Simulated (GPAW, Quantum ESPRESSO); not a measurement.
# Cr K-edge XANES of CrB4 (Immm), part 2 of 2

Aim: the Cr K edge of CrB4 (Immm) by two routes, a Lanczos recursion (XSpectra) and a sum over empty bands (GPAW), to see which features are robust.

Quantum ESPRESSO 7.5 and GPAW 26.7.0; core-hole supercells, plane-wave PAW LDA.

So far. Step 8 (Spectrum with XCH, Cr atom 1 (Quantum ESPRESSO)): The total-energy difference is 5996.84 eV. One term is added: -24.69 eV, since the hole is spin-paired here and a spin-polarised one costs that much less in the free atom (computed apart). The photon energy is then 5972.15 eV. The tabulated edge of the element is 5989 eV. The functional leaves an error in such absolute values: in the free atom LDA prices this hole 14.7 eV below PBE (computed apart), and PBE is itself good to a few eV.

### Step 12. Spectrum with XCH, Cr atom 1 (GPAW)

The holes are 4.7 Å apart. The excited electron is kept in the cell, where it fills the lowest empty states and screens the hole. After the field has converged, empty bands are computed with the density fixed and the dipole matrix elements are summed.

File xas.py:

```python
import numpy as np
from ase import Atoms
from ase.parallel import parprint, paropen
from gpaw import GPAW, PW, FermiDirac, Mixer, MixerDif, setup_paths
from gpaw.test import gen
setup_paths.insert(0, '.')
gen('Cr', name='fch1s', xcname='LDA', corehole=(1, 0, 1), write_xml=True)
from gpaw.mpi import world
world.barrier()

atoms = Atoms('Cr3B12',
    cell=[[0, -4.7482, 0],
     [0, 0, 5.4856],
     [-4.30755, -2.3741, 2.7428]],
    scaled_positions=[[0, 0, 0],
     [0.33333333, 0.33333333, 0.33333333],
     [0.66666667, 0.66666667, 0.66666667],
     [0.8067, 0.3441, 0],
     [0.14003333, 0.67743333, 0.33333333],
     [0.47336667, 0.01076667, 0.66666667],
     [0.85996667, 0.32256667, 0.66666667],
     [0.1933, 0.6559, 0],
     [0.52663333, 0.98923333, 0.33333333],
     [0.8067, 0.6559, 0],
     [0.14003333, 0.98923333, 0.33333333],
     [0.47336667, 0.32256667, 0.66666667],
     [0.85996667, 0.01076667, 0.66666667],
     [0.1933, 0.3441, 0],
     [0.52663333, 0.67743333, 0.33333333]],
    magmoms=[3.0, 3.0, 3.0, 0.0, 0.0, 0.0, 0.0, 0.0, 0.0, 0.0, 0.0, 0.0, 0.0, 0.0, 0.0],
    pbc=True)
atoms.calc = calc = GPAW(legacy_gpaw=True, mode=PW(500), xc='LDA', setups={0: 'fch1s'},
    kpts={'size': (4, 4, 4), 'gamma': True}, occupations=FermiDirac(0.1),
    charge=-1, mixer=MixerDif(0.05, 8, 50), maxiter=150,
    convergence={'density': 0.0001}, txt='scf.txt')
energy = atoms.get_potential_energy() + calc.get_reference_energy()
ef = calc.get_fermi_level()
out = dict(energy=energy, fermi=ef, forces=atoms.get_forces().tolist(), magmoms=atoms.get_magnetic_moments().tolist())
parprint(f'all-electron energy {energy:.4f} eV, Fermi level {ef:.4f} eV')
ev = np.array([[calc.get_eigenvalues(k, s) for k in range(len(calc.get_ibz_k_points()))] for s in range(calc.get_number_of_spins())])
out['homo'], out['lumo'], out['counts'] = ev[ev < ef].max(), ev[ev > ef].min(), sorted(set((ev < ef).sum((0, 2)).tolist()))
out['filled'] = (ev[:, 0] < ef).sum(1).tolist()

from ase.units import Ha
from gpaw.xas import dipole_matrix_elements
nb = int(calc.get_number_of_electrons() / 2) + 85
top, nb = nb, nb + 8 + nb // 12
nscf = calc.fixed_density(kpts={'size': (5, 5, 5), 'gamma': True}, nbands=nb,
    convergence={'bands': top, 'eigenstates': 1e-5}, maxiter=60, txt='nscf.txt')
cell = atoms.cell.array
ops = [cell.T @ U.T @ np.linalg.inv(cell.T) for U in nscf.wfs.kd.symmetry.op_scc]
E = np.arange(-6, 34, 0.1)
fwhm = np.interp(E, [4, 25], [1.08, 3.5])
Y, X, zero, highest = 0, 0, 1e9, 1e9
for spin in range(nscf.get_number_of_spins()):
    wfs = nscf.wfs
    A = dipole_matrix_elements(wfs.setups[0])
    eps = np.zeros((wfs.kd.nibzkpts, nb))
    d = np.zeros((3, A.shape[1], wfs.kd.nibzkpts, nb), complex)
    for kpt in wfs.kpt_u:
        if kpt.s == spin and 0 in kpt.P_ani:
            eps[kpt.k] = kpt.eps_n * Ha
            d[:, :, kpt.k] = (kpt.weight * wfs.nspins / 2) ** 0.5 * np.inner(A, kpt.P_ani[0])
    world.sum(eps)
    world.sum(d)
    T = np.einsum('amkn,bmkn->abkn', d, d.conj()).real
    T = sum(np.einsum('ai,ijkn,bj->abkn', R, T, R) for R in ops) / len(ops)
    empty = eps > ef
    zero, highest = min(zero, eps[empty].min()), min(highest, eps[:, top - 1].min())
    lines = [(eps, T, empty)] if spin == 0 else lines + [(eps, T, empty)]
for eps, T, empty in lines:
    f = np.einsum('aakn->akn', T).reshape(3, -1)
    x = eps.ravel() - zero
    w = np.interp(x, E, fwhm) / 2.35482
    g = np.exp(-0.5 * ((E[:, None] - x) / w) ** 2) / (w * (2 * np.pi) ** 0.5)
    Y = Y + (f * empty.ravel()) @ g.T
    X = X + (f * ~empty.ravel()) @ g.T
out.update(E=E.round(2).tolist(), xas=Y.tolist(), xes=X.tolist(), zero=zero, valid=highest - zero, nk=len(eps), nb=nb)
for i in range(0, len(E), 10):
    parprint(f'{E[i]:7.2f}', *(f'{v:10.3e}' for v in Y[:, i]))
import json
with paropen('out.json', 'w') as f:
    json.dump(out, f)
```

Started as:

```bash
$ OMP_NUM_THREADS=1 mpirun -n 4 gpaw python xas.py
```

Run time: 5.8 min. Hardware: 4 MPI ranks of Arm Neoverse V1, shared host; peak memory 0.54 GiB; 23 min of CPU time.

The Cr K spectrum, Cr atom 1, excited-electron core hole (neutral cell) (energy from the lowest empty level; intensity scaled to a mean of 1 over the first 20 eV; polarised curves are means over the symmetry-equivalent atoms):

| E (eV) | isotropic | ε ∥ x | ε ∥ y | ε ∥ z |
| --- | --- | --- | --- | --- |
| -2.0 | 0.00 | 0.00 | 0.00 | 0.00 |
| -1.5 | 0.00 | 0.00 | 0.00 | 0.00 |
| -1.0 | 0.00 | 0.01 | 0.00 | 0.00 |
| -0.5 | 0.02 | 0.06 | 0.01 | 0.01 |
| 0.0 | 0.08 | 0.19 | 0.02 | 0.02 |
| 0.5 | 0.12 | 0.29 | 0.02 | 0.04 |
| 1.0 | 0.13 | 0.30 | 0.04 | 0.06 |
| 1.5 | 0.15 | 0.28 | 0.07 | 0.10 |
| 2.0 | 0.18 | 0.30 | 0.11 | 0.13 |
| 2.5 | 0.22 | 0.36 | 0.16 | 0.13 |
| 3.0 | 0.19 | 0.32 | 0.16 | 0.10 |
| 3.5 | 0.11 | 0.17 | 0.10 | 0.07 |
| 4.0 | 0.08 | 0.12 | 0.06 | 0.05 |
| 4.5 | 0.14 | 0.25 | 0.06 | 0.11 |
| 5.0 | 0.26 | 0.47 | 0.11 | 0.20 |
| 5.5 | 0.39 | 0.65 | 0.24 | 0.30 |
| 6.0 | 0.53 | 0.75 | 0.45 | 0.39 |
| 6.5 | 0.66 | 0.78 | 0.68 | 0.52 |
| 7.0 | 0.78 | 0.74 | 0.88 | 0.71 |
| 7.5 | 0.91 | 0.75 | 1.03 | 0.95 |
| 8.0 | 0.98 | 0.77 | 1.10 | 1.08 |
| 8.5 | 0.94 | 0.72 | 1.01 | 1.08 |
| 9.0 | 0.83 | 0.63 | 0.82 | 1.04 |
| 9.5 | 0.74 | 0.54 | 0.64 | 1.03 |
| 10.0 | 0.68 | 0.48 | 0.53 | 1.05 |
| 10.5 | 0.67 | 0.46 | 0.49 | 1.05 |
| 11.0 | 0.67 | 0.50 | 0.52 | 0.99 |
| 11.5 | 0.69 | 0.60 | 0.58 | 0.88 |
| 12.0 | 0.75 | 0.78 | 0.68 | 0.80 |
| 12.5 | 0.87 | 1.03 | 0.79 | 0.80 |
| 13.0 | 1.02 | 1.30 | 0.91 | 0.84 |
| 13.5 | 1.16 | 1.54 | 1.06 | 0.90 |
| 14.0 | 1.30 | 1.72 | 1.26 | 0.92 |
| 14.5 | 1.42 | 1.88 | 1.49 | 0.90 |
| 15.0 | 1.53 | 2.01 | 1.71 | 0.86 |
| 15.5 | 1.61 | 2.15 | 1.87 | 0.82 |
| 16.0 | 1.70 | 2.30 | 2.00 | 0.81 |
| 16.5 | 1.83 | 2.51 | 2.15 | 0.82 |
| 17.0 | 2.01 | 2.77 | 2.39 | 0.87 |
| 17.5 | 2.24 | 3.03 | 2.74 | 0.95 |
| 18.0 | 2.46 | 3.18 | 3.14 | 1.06 |
| 18.5 | 2.61 | 3.17 | 3.48 | 1.19 |
| 19.0 | 2.65 | 2.99 | 3.61 | 1.34 |
| 19.5 | 2.57 | 2.73 | 3.47 | 1.52 |
| 20.0 | 2.42 | 2.46 | 3.07 | 1.72 |
| 20.5 | 2.24 | 2.24 | 2.53 | 1.94 |
| 21.0 | 2.08 | 2.07 | 1.98 | 2.17 |
| 21.5 | 1.96 | 1.93 | 1.55 | 2.40 |
| 22.0 | 1.89 | 1.79 | 1.27 | 2.61 |
| 22.5 | 1.85 | 1.62 | 1.15 | 2.79 |
| 23.0 | 1.84 | 1.44 | 1.14 | 2.93 |
| 23.5 | 1.82 | 1.26 | 1.19 | 3.02 |
| 24.0 | 1.81 | 1.09 | 1.27 | 3.07 |
| 24.5 | 1.79 | 0.96 | 1.34 | 3.08 |
| 25.0 | 1.78 | 0.88 | 1.39 | 3.07 |
| 25.5 | 1.77 | 0.85 | 1.42 | 3.04 |
| 26.0 | 1.76 | 0.86 | 1.44 | 2.99 |
| 26.5 | 1.75 | 0.89 | 1.45 | 2.91 |
| 27.0 | 1.74 | 0.96 | 1.47 | 2.79 |
| 27.5 | 1.72 | 1.04 | 1.49 | 2.62 |
| 28.0 | 1.70 | 1.15 | 1.53 | 2.42 |
| 28.5 | 1.68 | 1.26 | 1.59 | 2.21 |

Main maxima below 28 eV (height): 2.6 eV (0.22), 8.0 eV (0.98) and 18.9 eV (2.65). A K edge sees empty p states. The first eV above the zero hold little dipole weight, as the lowest empty bands are of d character; the main edge, of 4p character, rises through 0.6 near 6 eV above the zero.

The total-energy difference is 5970.21 eV.

### Step 13. The two programs side by side

The line shapes differ (Lorentzian half width 0.54 eV up to 4 eV, rising linearly to 1.75 eV at 25 eV (not a setting of the program: the run's 0.54 eV curve was folded afterwards with a further Lorentzian above 4 eV), against Gaussian full width 1.08 eV up to 4 eV, rising linearly to 3.5 eV at 25 eV), so both get a further Gaussian of 1.5 eV full width before they are compared; the Lorentzian tails remain.

| E (eV) | XSpectra | GPAW |
| --- | --- | --- |
| -2.00 | 0.06 | 0.00 |
| -1.25 | 0.07 | 0.01 |
| -0.50 | 0.10 | 0.04 |
| 0.25 | 0.14 | 0.09 |
| 1.00 | 0.18 | 0.13 |
| 1.75 | 0.21 | 0.17 |
| 2.50 | 0.24 | 0.18 |
| 3.25 | 0.25 | 0.15 |
| 4.00 | 0.27 | 0.14 |
| 4.75 | 0.35 | 0.23 |
| 5.50 | 0.48 | 0.40 |
| 6.25 | 0.62 | 0.59 |
| 7.00 | 0.75 | 0.77 |
| 7.75 | 0.84 | 0.89 |
| 8.50 | 0.86 | 0.89 |
| 9.25 | 0.82 | 0.80 |
| 10.00 | 0.80 | 0.71 |
| 10.75 | 0.82 | 0.68 |
| 11.50 | 0.88 | 0.72 |
| 12.25 | 0.98 | 0.84 |
| 13.00 | 1.12 | 1.02 |
| 13.75 | 1.27 | 1.22 |
| 14.50 | 1.41 | 1.41 |
| 15.25 | 1.54 | 1.57 |
| 16.00 | 1.68 | 1.73 |
| 16.75 | 1.85 | 1.95 |
| 17.50 | 2.02 | 2.23 |
| 18.25 | 2.16 | 2.48 |
| 19.00 | 2.22 | 2.56 |
| 19.75 | 2.15 | 2.46 |
| 20.50 | 2.03 | 2.25 |
| 21.25 | 1.92 | 2.05 |
| 22.00 | 1.84 | 1.92 |
| 22.75 | 1.80 | 1.85 |
| 23.50 | 1.77 | 1.82 |
| 24.25 | 1.74 | 1.80 |
| 25.00 | 1.72 | 1.78 |
| 25.75 | 1.70 | 1.77 |
| 26.50 | 1.70 | 1.75 |
| 27.25 | 1.68 | 1.73 |
| 28.00 | 1.66 | 1.70 |
| 28.75 | 1.63 | 1.69 |

|  | XSpectra | GPAW |
| --- | --- | --- |
| k mesh of the spectrum | 6×6×6 | 5×5×5 |
| cutoff (eV) | 721 | 500 |
| highest intensity below 24 eV after the common broadening, eV (height) | 19.0 (2.22) | 18.9 (2.56) |
| zero, corrected photon energy (eV) | 5972.2 | 5970.2 |
| core time, hole field and spectrum | 80 min | 23 min |

### Step 14. What the core hole does

XSpectra's curves. Both curves are counted from their own zero, so only the shift of weight within the empty states shows.

| E (eV) | no hole | XCH |
| --- | --- | --- |
| -2.0 | 0.03 | 0.03 |
| -1.0 | 0.05 | 0.04 |
| 0.0 | 0.09 | 0.09 |
| 1.0 | 0.15 | 0.14 |
| 2.0 | 0.19 | 0.18 |
| 3.0 | 0.23 | 0.21 |
| 4.0 | 0.21 | 0.17 |
| 5.0 | 0.25 | 0.30 |
| 6.0 | 0.46 | 0.51 |
| 7.0 | 0.68 | 0.69 |
| 8.0 | 0.90 | 0.89 |
| 9.0 | 0.97 | 0.77 |
| 10.0 | 0.74 | 0.69 |
| 11.0 | 0.79 | 0.72 |
| 12.0 | 0.73 | 0.78 |
| 13.0 | 0.92 | 1.03 |
| 14.0 | 1.26 | 1.31 |
| 15.0 | 1.41 | 1.49 |
| 16.0 | 1.59 | 1.59 |
| 17.0 | 1.90 | 1.99 |
| 18.0 | 2.14 | 2.31 |
| 19.0 | 2.88 | 2.84 |
| 20.0 | 2.94 | 2.35 |
| 21.0 | 2.33 | 1.92 |
| 22.0 | 2.16 | 1.91 |
| 23.0 | 1.88 | 1.86 |
| 24.0 | 2.16 | 1.99 |
| 25.0 | 2.07 | 1.75 |
| 26.0 | 1.90 | 1.88 |
| 27.0 | 2.16 | 1.94 |
| 28.0 | 2.15 | 1.77 |
| 29.0 | 1.83 | 1.66 |
| 30.0 | 1.97 | 1.84 |
| 31.0 | 1.99 | 1.70 |
| 32.0 | 1.74 | 1.56 |

With each curve scaled to its own mean, the area from −2 to 6 eV with the hole is 1.4 against 1.4, and the centre of weight from −1 to 20 eV moves by +0.1 eV (first and strongest maxima below 20 eV: 8.8 eV (0.99), 11.3 eV (0.80) and 19.4 eV (3.01) without the hole, 8.2 eV (0.90) and 19.0 eV (2.84) with it), a small effect on these measures.

### Step 15. Results

* absorber and edge: Cr K, atom 1 of the ground-state input (counted from 1)
* surroundings: 4 B at 2.10 Å and 8 B at 2.22 Å (12-fold, site symmetry mmm)
* highest intensity below 24 eV (XSpectra, narrow line): 19.0 eV above the zero, height 2.84
* photon energy of the zero, with the added terms: 5972.2 eV (raw 5996.8 eV; LDA puts this hole about 15 eV below PBE, itself good to a few eV)

What this shows: The two programs agree closely: 12 % r.m.s. remains over the first 14 eV after a relative shift of 0.4 eV, and their photon-energy zeros differ by 1.9 eV. What differs may come from the PAW partial waves, meshes, cutoffs and line shapes. In XSpectra the Cr K edge of atom 1, with 4 B at 2.10 Å and 8 B at 2.22 Å (12-fold, site symmetry mmm), has its highest intensity of the first 24 eV at 19.0 eV above the zero, near 5991 eV in photon energy (LDA puts this hole about 15 eV below PBE, itself good to a few eV), 2.8 times the mean level of the first 20 eV (Lorentzian half width 0.54 eV). In XSpectra: With each curve scaled to its own mean, the area from −2 to 6 eV with the hole is 1.4 against 1.4, and the centre of weight from −1 to 20 eV moves by +0.1 eV (first and strongest maxima below 20 eV: 8.8 eV (0.99), 11.3 eV (0.80) and 19.4 eV (3.01) without the hole, 8.2 eV (0.90) and 19.0 eV (2.84) with it), a small effect on these measures. In XSpectra, at the Cr K edge of atom 1 polarisation matters most near 19.2 eV, where the curves differ by 2.9 on this scale. 2 further runs of this session are left out of this account as redundant. Quadrupole 1s→3d transitions, which feed the pre-edge, are not in the dipole spectrum. The starting moments shrank to 0.00 μB or less, so this is hardly a magnetic state. The holes are only 4.7 Å apart, so the shape is probably not converged with cell size; no larger cell was run here. Lifetime broadening is put in by hand, and intensities beyond about 20 eV depend on it and on the partial waves. The structure is a published determination, not relaxed.

[Logs are printed without paths, hosts, clocks, repeated set-up lines and the standing remarks that a program may print on its own settings, such as how far it seeks lower states.]

[Hosts, paths, dates, database ids (printed as entryN), source tags and the programs' standing remarks are cut or masked in the printed files.]

[Lists of maxima count a maximum above −3 eV only where it reaches 4 % of the highest in the window and stands out from its surroundings by 2 % of it (1.5 % where it reaches 55 %); shoulders and weaker maxima are passed over, and of the rest the first, up to two pre-edge ones and the few strongest are named.]
